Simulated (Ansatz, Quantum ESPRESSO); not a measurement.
# SrFeO3 (Pm-3m): zone-centre phonons, part 2 of 3

Wanted: the vibrations of SrFeO3 (Pm-3m) at Γ, by two programs.

Quantum ESPRESSO 7.5; DFT LDA, scalar-relativistic, plane waves, PseudoDojo norm-conserving pseudopotentials.

So far. Step 2 (A first look): No gap opens on this mesh, so smearing is kept; the start stands at -12 GPa. Step 4 (Self-consistent run for the response): The cell stands at -0.026 GPa, close enough for phonons. The relaxed cell has a = 3.727 Å (conventional setting).

## Step 5: Linear response at Γ

At q = 0 one unit cell holds all displacements; symmetry groups them into irreducible representations that are solved one by one. With smeared occupations no response to a homogeneous field can be asked.

The input, ph.in:

```
phonons
 &inputph
    prefix='x',
    outdir='./tmp',
    fildyn='g.dyn',
    tr2_ph=1.0d-18,
    alpha_mix(1)=0.4,
    nmix_ph=8,
 /
0.000000000000 0.000000000000 0.000000000000
```

Command:

```bash
$ OMP_NUM_THREADS=1 mpirun -n 8 ph.x -nk 8 -in ph.in > ph.out
```

Output:

```text
[banners, grids, parts of the stress and lines that vanish by symmetry left out]
[banner, memory and clock lines left out]
Program PHONON v.7.5

     ./tmp/x.save/

     IMPORTANT: XC functional enforced from input :
     Exchange-correlation= PW
                           (   1   4   0   0   0   0   0)
     Any further DFT definition will be discarded
     Please, verify this is what you really want

     G-vector sticks info

     Reading collected, re-writing distributed wavefunctions in ./tmp/

     Number and degeneracy of irreps per q-point
       N         xq(1)         xq(2)         xq(3)   N irreps
       1   0.000000000   0.000000000   0.000000000       5
        3   3   3   3   3

     Calculation of q =    0.0000000   0.0000000   0.0000000

     phonons

     bravais-lattice index     =            1
     lattice parameter (alat)  =       7.0430  a.u.
     unit-cell volume          =     349.3672 (a.u.)^3
     number of atoms/cell      =            5
     number of atomic types    =            3
     kinetic-energy cut-off    =      90.0000  Ry
     charge density cut-off    =     360.0000  Ry
     convergence threshold     =      1.0E-18
     beta                      =       0.4000
     number of iterations used =            8
     Exchange-correlation= PW
                           (   1   4   0   0   0   0   0)

     celldm(1)=    7.04305  celldm(2)=    0.00000  celldm(3)=    0.00000
     celldm(4)=    0.00000  celldm(5)=    0.00000  celldm(6)=    0.00000

     crystal axes: (cart. coord. in units of alat)
               a(1) = (  1.0000  0.0000  0.0000 )
               a(2) = (  0.0000  1.0000  0.0000 )
               a(3) = (  0.0000  0.0000  1.0000 )

     reciprocal axes: (cart. coord. in units 2 pi/alat)
               b(1) = (  1.0000  0.0000  0.0000 )
               b(2) = (  0.0000  1.0000  0.0000 )
               b(3) = (  0.0000  0.0000  1.0000 )

     Atoms inside the unit cell:

     Cartesian axes

     site n.  atom      mass           positions (alat units)
        1  Sr     87.6200   tau(    1) = (    0.00000    0.00000    0.00000  )
        2  Fe     55.8450   tau(    2) = (    0.50000    0.50000    0.50000  )
        3  O      15.9990   tau(    3) = (    0.00000    0.50000    0.50000  )
        4  O      15.9990   tau(    4) = (    0.50000    0.00000    0.50000  )
        5  O      15.9990   tau(    5) = (    0.50000    0.50000    0.00000  )

     Computing dynamical matrix for
                    q = (   0.0000000   0.0000000   0.0000000 )

     49 Sym.Ops. (with q -> -q+G )

     G cutoff =  452.3392  (  40339 G-vectors)     FFT grid: ( 45, 45, 45)

     number of k points=    40  Marzari-Vanderbilt smearing, width (Ry)=  0.0200
                       cart. coord. in units 2pi/alat
        k(    1) = (   0.0000000   0.0000000   0.0000000), wk =   0.0046296
        k(    2) = (   0.0000000   0.0000000   0.1666667), wk =   0.0277778
        k(    3) = (   0.0000000   0.0000000   0.3333333), wk =   0.0277778
        [... further k-points left out ...]

     PseudoPot. # 1 for Sr read from file:
     ./pseudo/Sr.upf
     Pseudo is Norm-conserving + core correction, Zval = 10.0
     Using radial grid of 1812 points,  6 beta functions with:
                l(1) =   0
                l(2) =   0
                l(3) =   1
                l(4) =   1
                l(5) =   2
                l(6) =   2

     PseudoPot. # 2 for Fe read from file:
     ./pseudo/Fe.upf
     Pseudo is Norm-conserving + core correction, Zval = 16.0
     Using radial grid of 1408 points,  6 beta functions with:
                l(1) =   0
                l(2) =   0
                l(3) =   1
                l(4) =   1
                l(5) =   2
                l(6) =   2

     PseudoPot. # 3 for O  read from file:
     ./pseudo/O.upf
     Pseudo is Norm-conserving + core correction, Zval =  6.0
     Using radial grid of  926 points,  5 beta functions with:
                l(1) =   0
                l(2) =   0
                l(3) =   1
                l(4) =   1
                l(5) =   2

     Mode symmetry, O_h (m-3m)  point group:

     Atomic displacements:
     There are    5 irreducible representations

     Representation     1      3 modes -  To be done

     Representation     2      3 modes -  To be done

     Representation     3      3 modes -  To be done

     Representation     4      3 modes -  To be done

     Representation     5      3 modes -  To be done

     Alpha used in Ewald sum =   2.8000

     Representation #   1 modes #   1   2   3

     Self-consistent Calculation
      iter #   1   av.it.:   8.1
      thresh= 1.000E-02 alpha_mix =  0.400 |ddv_scf|^2 =  3.302E-07
      iter #   2   av.it.:  15.3
      thresh= 5.746E-05 alpha_mix =  0.400 |ddv_scf|^2 =  1.711E-08
      iter #   3   av.it.:  16.0
      thresh= 1.308E-05 alpha_mix =  0.400 |ddv_scf|^2 =  6.741E-10
      iter #   4   av.it.:  16.8
      thresh= 2.596E-06 alpha_mix =  0.400 |ddv_scf|^2 =  1.164E-11
      iter #   5   av.it.:  17.2
      thresh= 3.411E-07 alpha_mix =  0.400 |ddv_scf|^2 =  1.432E-13
      iter #   6   av.it.:  16.5
      thresh= 3.784E-08 alpha_mix =  0.400 |ddv_scf|^2 =  2.091E-14
      iter #   7   av.it.:  17.2
      thresh= 1.446E-08 alpha_mix =  0.400 |ddv_scf|^2 =  9.691E-16
      iter #   8   av.it.:  17.2
      thresh= 3.113E-09 alpha_mix =  0.400 |ddv_scf|^2 =  4.161E-17
      iter #   9   av.it.:  17.6
      thresh= 6.451E-10 alpha_mix =  0.400 |ddv_scf|^2 =  2.333E-18
      iter #  10   av.it.:  17.6
      thresh= 1.527E-10 alpha_mix =  0.400 |ddv_scf|^2 =  1.844E-19

     End of self-consistent calculation

     Convergence has been achieved

     Representation #   2 modes #   4   5   6

     Self-consistent Calculation
      iter #   1   av.it.:   9.5
      thresh= 1.000E-02 alpha_mix =  0.400 |ddv_scf|^2 =  2.673E-06
      iter #   2   av.it.:  14.5
      thresh= 1.635E-04 alpha_mix =  0.400 |ddv_scf|^2 =  1.032E-07
      iter #   3   av.it.:  14.8
      thresh= 3.212E-05 alpha_mix =  0.400 |ddv_scf|^2 =  4.407E-09
      iter #   4   av.it.:  15.4
      thresh= 6.638E-06 alpha_mix =  0.400 |ddv_scf|^2 =  1.375E-10
[...]
End of self-consistent calculation

     Convergence has been achieved

     Representation #   3 modes #   7   8   9

     Self-consistent Calculation
[...]
End of self-consistent calculation

     Convergence has been achieved

     Representation #   4 modes #  10  11  12

     Self-consistent Calculation
[...]
End of self-consistent calculation

     Convergence has been achieved

     Representation #   5 modes #  13  14  15

     Self-consistent Calculation
[...]
iter #   3   av.it.:  16.4
      thresh= 1.340E-05 alpha_mix =  0.400 |ddv_scf|^2 =  4.860E-11
      iter #   4   av.it.:  16.9
      thresh= 6.972E-07 alpha_mix =  0.400 |ddv_scf|^2 =  8.966E-13
      iter #   5   av.it.:  15.6
      thresh= 9.469E-08 alpha_mix =  0.400 |ddv_scf|^2 =  1.852E-13
      iter #   6   av.it.:  16.8
      thresh= 4.303E-08 alpha_mix =  0.400 |ddv_scf|^2 =  3.896E-16
      iter #   7   av.it.:  17.5
      thresh= 1.974E-09 alpha_mix =  0.400 |ddv_scf|^2 =  1.748E-17
      iter #   8   av.it.:  17.7
      thresh= 4.181E-10 alpha_mix =  0.400 |ddv_scf|^2 =  1.500E-18
      iter #   9   av.it.:  18.0
      thresh= 1.225E-10 alpha_mix =  0.400 |ddv_scf|^2 =  9.084E-21

     End of self-consistent calculation

     Convergence has been achieved

     Number of q in the star =    1
     List of q in the star:
          1   0.000000000   0.000000000   0.000000000

     Diagonalizing the dynamical matrix

     q = (    0.000000000   0.000000000   0.000000000 )

 **************************************************************************
     freq (    1) =       0.059965 [THz] =       2.000229 [cm-1]
     freq (    2) =       0.059965 [THz] =       2.000229 [cm-1]
     freq (    3) =       0.059965 [THz] =       2.000229 [cm-1]
     freq (    4) =       5.382033 [THz] =     179.525301 [cm-1]
     freq (    5) =       5.382033 [THz] =     179.525301 [cm-1]
     freq (    6) =       5.382033 [THz] =     179.525301 [cm-1]
     freq (    7) =       8.178208 [THz] =     272.795640 [cm-1]
     freq (    8) =       8.178208 [THz] =     272.795640 [cm-1]
     freq (    9) =       8.178208 [THz] =     272.795640 [cm-1]
     freq (   10) =       8.222945 [THz] =     274.287928 [cm-1]
     freq (   11) =       8.222945 [THz] =     274.287928 [cm-1]
     freq (   12) =       8.222945 [THz] =     274.287928 [cm-1]
     freq (   13) =      17.150119 [THz] =     572.066386 [cm-1]
     freq (   14) =      17.150119 [THz] =     572.066386 [cm-1]
     freq (   15) =      17.150119 [THz] =     572.066386 [cm-1]
 **************************************************************************

     Mode symmetry, O_h (m-3m)  point group:

     freq (   1-   3) =          2.0  [cm-1]   --> T_1u G_15  G_4- I
     freq (   4-   6) =        179.5  [cm-1]   --> T_1u G_15  G_4- I
     freq (   7-   9) =        272.8  [cm-1]   --> T_1u G_15  G_4- I
     freq (  10-  12) =        274.3  [cm-1]   --> T_2u G_25  G_5-
     freq (  13-  15) =        572.1  [cm-1]   --> T_1u G_15  G_4- I
```

It took 12 min on 8 MPI ranks of Arm Neoverse V1, shared host; 1.6 h of CPU time.

Numbers from this step:

```
largest acoustic frequency at the zone centre before the sum rule : 2 cm⁻¹
highest optical zone-centre mode (no LO-TO term)                  : 572.1 cm⁻¹
lowest optical zone-centre mode                                   : 179.5 cm⁻¹
```

The acoustic modes at Γ come out as far as 2.0 cm⁻¹ from zero, where they should vanish, a small numerical error.

## Step 6: Modes with the sum rule

A rigid shift of the crystal must cost nothing, but grids and finite bases break this; the acoustic sum rule is imposed before the matrix is diagonalised again.

The input, dynmat.in:

```
 &input
    fildyn='g.dyn',
    asr='simple',
    fileig='dynmat.eig',
 /
```

Command:

```bash
$ dynmat.x -in dynmat.in > dynmat.out
```

Output:

```text
[banner, memory and clock lines left out]
Program DYNMAT v.7.5

     Reading Dynamical Matrix from file g.dyn
     ...Force constants read
     ...epsilon and Z* not read (not found on file)
     A direction for q was not specified:TO-LO splitting will be absent

     Polarizability (A^3 units)
     multiply by 1.000000 for Clausius-Mossotti correction
         0.000000    0.000000    0.000000
         0.000000    0.000000    0.000000
         0.000000    0.000000    0.000000

     IR activities are in (D/A)^2/amu units

# mode   [cm-1]    [THz]      IR
    1      0.00    0.0000    0.0000
    2      0.00    0.0000    0.0000
    3      0.00    0.0000    0.0000
    4    179.52    5.3818    0.0000
    5    179.52    5.3818    0.0000
    6    179.52    5.3818    0.0000
    7    272.77    8.1773    0.0000
    8    272.77    8.1773    0.0000
    9    272.77    8.1773    0.0000
   10    274.24    8.2214    0.0000
   11    274.24    8.2214    0.0000
   12    274.24    8.2214    0.0000
   13    572.07   17.1503    0.0000
   14    572.07   17.1503    0.0000
   15    572.07   17.1503    0.0000

[end of the log left out, with the tail of the file of modes that dynmat.x writes under the same name]
```

Run time: 0.45 s. Hardware: 1 thread.

Unit eigenvectors of the mass-weighted matrix after the sum rule; no LO-TO term. The modes at Γ (shares of kinetic energy by element, %):

| mode | frequency (cm⁻¹) | Sr % | Fe % | O % |
| --- | --- | --- | --- | --- |
| 1 | 0.0 | 46 | 29 | 25 |
| 2 | 0.0 | 46 | 29 | 25 |
| 3 | 0.0 | 46 | 29 | 25 |
| 4 | 179.5 | 54 | 27 | 18 |
| 5 | 179.5 | 54 | 27 | 18 |
| 6 | 179.5 | 54 | 27 | 18 |
| 7 | 272.8 | 0 | 41 | 59 |
| 8 | 272.8 | 0 | 41 | 59 |
| 9 | 272.8 | 0 | 41 | 59 |
| 10 | 274.2 | 0 | 0 | 100 |
| 11 | 274.2 | 0 | 0 | 100 |
| 12 | 274.2 | 0 | 0 | 100 |
| 13 | 572.1 | 0 | 3 | 97 |
| 14 | 572.1 | 0 | 3 | 97 |
| 15 | 572.1 | 0 | 3 | 97 |

Displacements in mode 4 (179.5 cm⁻¹), the largest set to 1:
```
Sr1  0.11  1.00  0.52
Fe2 -0.10 -0.89 -0.46
O3  -0.09 -0.77 -0.40
O4  -0.08 -0.82 -0.40
O5  -0.08 -0.77 -0.42
```

Displacements in mode 15 (572.1 cm⁻¹), the largest set to 1:
```
Sr1  0.00  0.00  0.00
Fe2  0.00  0.00 -0.10
O3   0.00  0.00 -0.33
O4   0.00  0.00 -0.33
O5   0.00  0.00  1.00
```

The rule moves no optical mode by more than 0.1 cm⁻¹.

## Step 7: Sum rules set otherwise (asr crystal)

The rule can be imposed in more than one way; the choices should agree where the raw error is small.

The input, dynmat.in:

```
 &input
    fildyn='g.dyn',
    asr='crystal',
    fileig='dynmat.eig',
 /
```

Command:

```bash
$ dynmat.x -in dynmat.in > dynmat.out
```

Output:

```text
[banner, memory and clock lines left out]
Program DYNMAT v.7.5

     Reading Dynamical Matrix from file g.dyn
     ...Force constants read
     ...epsilon and Z* not read (not found on file)
     Acoustic Sum Rule: || Z*(ASR) - Z*(orig)|| =    0.000000E+00
     Acoustic Sum Rule: ||dyn(ASR) - dyn(orig)||=    5.375012E-05
     A direction for q was not specified:TO-LO splitting will be absent

     Polarizability (A^3 units)
     multiply by 1.000000 for Clausius-Mossotti correction
         0.000000    0.000000    0.000000
         0.000000    0.000000    0.000000
         0.000000    0.000000    0.000000

     IR activities are in (D/A)^2/amu units

# mode   [cm-1]    [THz]      IR
    1     -0.00   -0.0000    0.0000
    2     -0.00   -0.0000    0.0000
    3      0.00    0.0000    0.0000
    4    179.52    5.3818    0.0000
    5    179.52    5.3818    0.0000
    6    179.52    5.3818    0.0000
    7    272.78    8.1778    0.0000
    8    272.78    8.1778    0.0000
    9    272.78    8.1778    0.0000
   10    274.29    8.2229    0.0000
   11    274.29    8.2229    0.0000
   12    274.29    8.2229    0.0000
   13    572.07   17.1502    0.0000
   14    572.07   17.1502    0.0000
   15    572.07   17.1502    0.0000

[end of the log left out, with the tail of the file of modes that dynmat.x writes under the same name]
```

Run time: 0.45 s. Hardware: 1 thread.

Zone-centre frequencies as printed; negative means imaginary. Modes:

| mode | frequency (cm⁻¹) |
| --- | --- |
| 1 | 0 |
| 2 | 0 |
| 3 | 0 |
| 4 | 179.5 |
| 5 | 179.5 |
| 6 | 179.5 |
| 7 | 272.8 |
| 8 | 272.8 |
| 9 | 272.8 |
| 10 | 274.3 |
| 11 | 274.3 |
| 12 | 274.3 |
| 13 | 572.1 |
| 14 | 572.1 |
| 15 | 572.1 |

Against the first rule no mode moves by more than 0.1 cm⁻¹.

## Step 8: Sum rules set otherwise (asr no)

Without the rule the raw error of the acoustic modes shows.

The input, dynmat.in:

```
 &input
    fildyn='g.dyn',
    asr='no',
    fileig='dynmat.eig',
 /
```

Command:

```bash
$ dynmat.x -in dynmat.in > dynmat.out
```

Output:

```text
[banner, memory and clock lines left out]
Program DYNMAT v.7.5

     Reading Dynamical Matrix from file g.dyn
     ...Force constants read
     ...epsilon and Z* not read (not found on file)
     A direction for q was not specified:TO-LO splitting will be absent

     Polarizability (A^3 units)
     multiply by 1.000000 for Clausius-Mossotti correction
         0.000000    0.000000    0.000000
         0.000000    0.000000    0.000000
         0.000000    0.000000    0.000000

     IR activities are in (D/A)^2/amu units

# mode   [cm-1]    [THz]      IR
    1      2.00    0.0600    0.0000
    2      2.00    0.0600    0.0000
    3      2.00    0.0600    0.0000
    4    179.53    5.3820    0.0000
    5    179.53    5.3820    0.0000
    6    179.53    5.3820    0.0000
    7    272.80    8.1782    0.0000
    8    272.80    8.1782    0.0000
    9    272.80    8.1782    0.0000
   10    274.29    8.2229    0.0000
   11    274.29    8.2229    0.0000
   12    274.29    8.2229    0.0000
   13    572.07   17.1501    0.0000
   14    572.07   17.1501    0.0000
   15    572.07   17.1501    0.0000

[end of the log left out, with the tail of the file of modes that dynmat.x writes under the same name]
```

It took 0.45 s on 1 thread.

Zone-centre frequencies as printed; negative means imaginary. Modes:

| mode | frequency (cm⁻¹) |
| --- | --- |
| 1 | 2 |
| 2 | 2 |
| 3 | 2 |
| 4 | 179.5 |
| 5 | 179.5 |
| 6 | 179.5 |
| 7 | 272.8 |
| 8 | 272.8 |
| 9 | 272.8 |
| 10 | 274.3 |
| 11 | 274.3 |
| 12 | 274.3 |
| 13 | 572.1 |
| 14 | 572.1 |
| 15 | 572.1 |

Against the first rule no mode moves by more than 2.1 cm⁻¹.

(Part 2 of 3 ends here.)

[Host names and launcher messages were left out of these logs when they were recorded.]

[Logs are printed without paths, hosts, clocks, repeated set-up lines and the standing remarks that a program may print on its own settings, such as how far it seeks lower states.]

[Hosts, paths, dates, database ids (printed as entryN), source tags and the programs' standing remarks are cut or masked in the printed files.]
